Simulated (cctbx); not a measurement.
# Symmetry from intensities

Cell: a = 6.1480 Å, b = 10.5570 Å, c = 25.3660 Å, α = 90.00°, β = 90.00°, γ = 90.00°. Expected content of the cell: Te32 Pd24 Na16.

Simulated single-crystal data (cctbx): synchrotron X-rays, λ = 0.6889 Å, to d = 0.8 Å, 70 % of the full sphere, strongest reflection 20000 counts, noise from counting, a 3 % proportional error and a noise floor of 8 counts (s.d.); no absorption, some extinction.

A first pass over the reflections prints:

```text
9523 reflections to d = 0.800 A
centring   violations  <I/sigma> of those
    A          0 of  4750     -0.0
    B          1 of  4780     -0.0
    C          1 of  4742     -0.0
    I        965 of  4707      3.5
    R       1104 of  6323      3.1
    F          1 of  7136     -0.0
Laue class    unique    Rint  (classes that these axes allow; Friedel mates merged)
F m m m           501   0.031
space group    extra absences  I>4sigma  <I/sigma>
F 2 2 2                 0          0         -  acentric
F m m 2                 0          0         -  acentric
F 2 m m                 0          0         -  acentric
F m 2 m                 0          0         -  acentric
F d d 2               177          0      -0.0  acentric
F 2 d d                95          0       0.1  acentric
F d 2 d               146          0      -0.1  acentric
F m m m                 0          0         -  centric
F d d d :1            200          0      -0.0  centric
F d d d :2            200          0      -0.0  centric
Wilson B = 0.72 A^2   <|E^2-1|> = 0.971 (0.968 centric, 0.736 acentric)   E^2>4: 3.8 %
shell (A)         n   <I/sigma>
12.68 - 1.60     72     27.3
 1.60 - 1.27     65     25.5
 1.27 - 1.11     66     24.5
 1.11 - 1.01     54     26.7
 1.01 - 0.94     65     28.7
 0.94 - 0.88     49     22.6
 0.88 - 0.84     71     18.8
 0.84 - 0.80     59     20.9
```

**Question.** What are the lattice type, the Laue class and the likely space group?

The reflections that A, B, C and F centring forbids are absent (⟨I/σ⟩ near 0), so the lattice is F. F holds A, B and C together.

Only F m m m fits these axes (Rint 0.031); a search for a hidden higher lattice was not made.

10 settings pass the absence test. The most absences obeyed, 200, belong to F d d d alone.

⟨|E²−1|⟩ = 0.971 leans to a centrosymmetric structure. The Wilson B of 0.72 Å² means U ≈ 0.0091 Å².

The true group is Fddd (no. 70, origin choice 1), Laue class mmm, centrosymmetric. The tables fix it.

The model was made for the exercise: a known structure type with other elements put in, its volume estimated, not relaxed; displacement parameters are assumed.

[Logs are printed without paths, hosts, clocks, repeated set-up lines and the standing remarks that a program may print on its own settings, such as how far it seeks lower states.]
